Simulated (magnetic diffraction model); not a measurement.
# Magnetic neutron pattern of CsBaErTe3

Space group Cmcm (no. 63), a = 4.2110 Å, b = 16.4890 Å, c = 11.1840 Å.

| site | atom | x | y | z |
| --- | --- | --- | --- | --- |
| 4a | Er | 0 | 0 | 0 |
| 4c | Ba | 1/2 | 0.0388 | 1/4 |
| 4c | Cs | 0 | 0.2588 | 1/4 |
| 4c | Te | 1/2 | 0.4492 | 1/4 |
| 8f | Te | 0 | 0.3825 | 0.9466 |

The compound is invented for this exercise: a known structure type with other elements, its cell scaled to their sizes and not relaxed.

Only Er is taken to order (form factors of Er3+); orders and moment sizes are assumed, and not adapted to the symmetry. Radiation: neutrons of λ = 1.8 Å, 3° to 45°; isotropic B of 0.32 Å² (Er), 0.34 Å² (Ba), 0.38 Å² (Cs) and 0.32 Å² (Te). Simulated constant-wavelength pattern: nuclear and magnetic terms add, the magnetic one as |2.695 fm × Σ f S⊥ exp(2πi Q·r) exp(−B s²)|², summed over all Q at one angle with the factor 1/(sin²θ cos θ). For a modulated order the moment at position r is S exp(−2πi k·r) + c.c., with S = m/2 for a sine wave of amplitude m and S = m(u + iv)/2 for moments turning in a plane, u and v being orthogonal unit vectors in it; the phase factor of the sum at Q = H + k is then exp(2πi H·r). Free-ion form factors, Sears's scattering lengths of 1992, no absorption; a label names one of the reflections at its angle. The strongest nuclear line in the range is 100, and lines under 0.2 are left out.

Assume the order k = (0 0 1/3), moments turning in the plane of [010] and [001], 5.3 μB on Er; signs + at (0, 0, 0), + at (0, 0, 1/2).

Q: Where does magnetic intensity appear, and how strong is it?

```tsv
2θ (°)	index	nuclear	magnetic
3.07	(0 0 1/3)	0.0	499.2
12.53	(0 2 0)	94.8	0.0
12.91	(0 2 1/3)	0.0	55.5
15.41	(0 0 5/3)	0.0	19.3
15.59	(0 2 1)	3.5	0.0
19.92	(0 2 5/3)	0.0	22.6
21.64	(0 0 7/3)	0.0	9.5
22.43	(0 2 2)	9.0	0.0
25.09	(0 2 7/3)	0.0	13.9
25.22	(0 4 0)	5.8	0.0
25.41	(0 4 1/3)	0.0	13.5
25.68	(1 1 1/3)	0.0	50.8
29.69	(0 4 5/3)	0.0	9.6
29.92	(1 1 5/3)	0.0	31.9
30.73	(0 2 3)	26.9	0.0
31.24	(1 3 0)	46.1	0.0
31.40	(1 3 1/3)	0.0	27.6
31.48	(0 4 2)	23.5	0.0
31.69	(1 1 2)	0.2	0.0
32.64	(1 3 1)	100.0	0.0
33.47	(0 4 7/3)	0.0	7.4
33.68	(1 1 7/3)	0.0	22.4
34.32	(0 0 11/3)	0.0	3.5
35.01	(1 3 5/3)	0.0	20.0
36.56	(1 3 2)	48.4	0.0
36.67	(0 2 11/3)	0.0	6.0
37.55	(0 0 4)	50.2	0.0
37.99	(0 4 3)	0.6	0.0
38.18	(1 1 3)	21.9	0.0
38.23	(0 6 0)	0.3	0.0
38.33	(1 3 7/3)	0.0	15.4
38.37	(0 6 1/3)	0.0	5.4
39.42	(0 6 1)	4.4	0.0
39.74	(0 2 4)	17.6	0.0
40.56	(1 5 0)	25.0	0.0
40.69	(1 5 1/3)	0.0	13.0
40.82	(0 0 13/3)	0.0	2.3
41.45	(0 6 5/3)	0.0	4.5
41.69	(1 5 1)	2.6	0.0
42.40	(1 3 3)	7.1	0.0
42.80	(0 6 2)	15.4	0.0
42.86	(0 2 13/3)	0.0	4.2
43.07	(0 4 11/3)	0.0	4.1
43.23	(1 1 11/3)	0.0	10.9
43.64	(1 5 5/3)	0.0	10.7
44.36	(0 6 7/3)	0.0	3.9
44.94	(1 5 2)	72.5	0.0
```

The strongest magnetic line in the range is (0 0 1/3) at 3.07° (499.2). On top of the Lorentz factor, which all lines share, magnetic lines fade with angle because f falls: for Er3+ it is 0.96, 0.86, 0.73 and 0.47 at sin θ/λ = 0.1, 0.2, 0.3 and 0.5 Å⁻¹, while nuclear lengths stay constant. The order has no net moment.

[Logs are printed without paths, hosts, clocks, repeated set-up lines and the standing remarks that a program may print on its own settings, such as how far it seeks lower states.]
